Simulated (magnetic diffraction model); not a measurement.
# Magnetic neutron pattern of CeGa₃BW

Space group Pbam (no. 55), a = 6.8920 Å, b = 13.7320 Å, c = 4.2190 Å.

| site | atom | x | y | z |
| --- | --- | --- | --- | --- |
| 4g | W | 0.3663 | 0.9151 | 0 |
| 4g | Ce | 3/8 | 0.6488 | 0 |
| 4h | Ga | 0.2806 | 0.3173 | 1/2 |
| 4h | Ga | 0.5180 | 0.8121 | 1/2 |
| 4h | Ga | 0.3834 | 0.0436 | 1/2 |
| 4h | B | 0.3701 | 0.4716 | 1/2 |

The compound is invented for this exercise: a known structure type with other elements, its cell scaled to their sizes and not relaxed.

Only Ce is taken to order (form factors of Ce3+); orders and moment sizes are assumed, and not adapted to the symmetry. Radiation: neutrons of λ = 2.36 Å (absorption by B left out), 3° to 55°; isotropic B of 0.12 Å² (W), 0.1 Å² (Ce), 0.1 Å² (Ga) and 0.18 Å² (B). Simulated constant-wavelength pattern: nuclear and magnetic terms add, the magnetic one as |2.695 fm × Σ f S⊥ exp(2πi Q·r) exp(−B s²)|², summed over all Q at one angle with the factor 1/(sin²θ cos θ). For a modulated order the moment at position r is S exp(−2πi k·r) + c.c., with S = m/2 for a sine wave of amplitude m and S = m(u + iv)/2 for moments turning in a plane, u and v being orthogonal unit vectors in it; the phase factor of the sum at Q = H + k is then exp(2πi H·r). Free-ion form factors, Sears's scattering lengths of 1992, no absorption; a label names one of the reflections at its angle. The strongest nuclear line in the range is 100, and lines under 0.2 are left out.

Assume the order k = (1/4 0 0), moments turning in the plane of [010] and [001], 1.61 μB on Ce; signs + at (3/8, 0.6488, 0), − at (5/8, 0.3512, 0), + at (7/8, 0.8512, 0), − at (1/8, 0.1488, 0).

Predict the pattern, nuclear and magnetic parts apart.

```tsv
2θ (°)	index	nuclear	magnetic
11.02	(1/4 1 0)	0.0	19.4
17.78	(3/4 1 0)	0.0	2.8
19.79	(0 2 0)	3.7	0.0
22.09	(1 1 0)	28.8	0.0
24.78	(3/4 2 0)	0.0	3.0
26.67	(5/4 1 0)	0.0	1.4
28.08	(1 2 0)	10.5	0.0
30.30	(1/4 3 0)	0.0	0.4
31.86	(5/4 2 0)	0.0	2.1
32.48	(0 0 1)	100.0	0.0
33.48	(3/4 3 0)	0.0	1.4
34.40	(1/4 1 1)	0.0	3.2
34.87	(7/4 0 0)	0.0	2.4
36.05	(1 3 0)	1.4	0.0
37.27	(3/4 1 1)	0.0	0.8
39.15	(5/4 3 0)	0.0	1.2
39.63	(1 1 1)	8.6	0.0
40.41	(7/4 2 0)	0.0	0.3
41.28	(3/4 2 1)	0.0	1.7
42.51	(5/4 1 1)	0.0	0.8
43.05	(3/4 4 0)	0.0	0.3
43.46	(1 2 1)	10.5	0.0
45.01	(1/4 3 1)	0.0	0.3
45.16	(1 4 0)	3.5	0.0
45.32	(9/4 0 0)	0.0	1.4
46.14	(5/4 2 1)	0.0	1.6
47.34	(3/4 3 1)	0.0	1.2
47.77	(5/4 4 0)	0.0	0.2
48.39	(7/4 0 1)	0.0	1.8
49.31	(1 3 1)	38.8	0.0
51.16	(1/4 5 0)	0.0	1.1
51.76	(5/4 3 1)	0.0	1.1
52.48	(2 0 1)	0.5	0.0
52.61	(0 4 1)	48.0	0.0
52.78	(7/4 2 1)	0.0	0.2
53.54	(2 1 1)	95.1	0.0
54.26	(7/4 4 0)	0.0	0.9
54.95	(3/4 4 1)	0.0	0.3
```

The strongest magnetic line in the range is (1/4 1 0) at 11.02° (19.4). On top of the Lorentz factor, which all lines share, magnetic lines fade with angle because f falls: for Ce3+ it is 0.96, 0.86, 0.71 and 0.43 at sin θ/λ = 0.1, 0.2, 0.3 and 0.5 Å⁻¹, while nuclear lengths stay constant. The order has no net moment.

[Logs are printed without paths, hosts, clocks, repeated set-up lines and the standing remarks that a program may print on its own settings, such as how far it seeks lower states.]
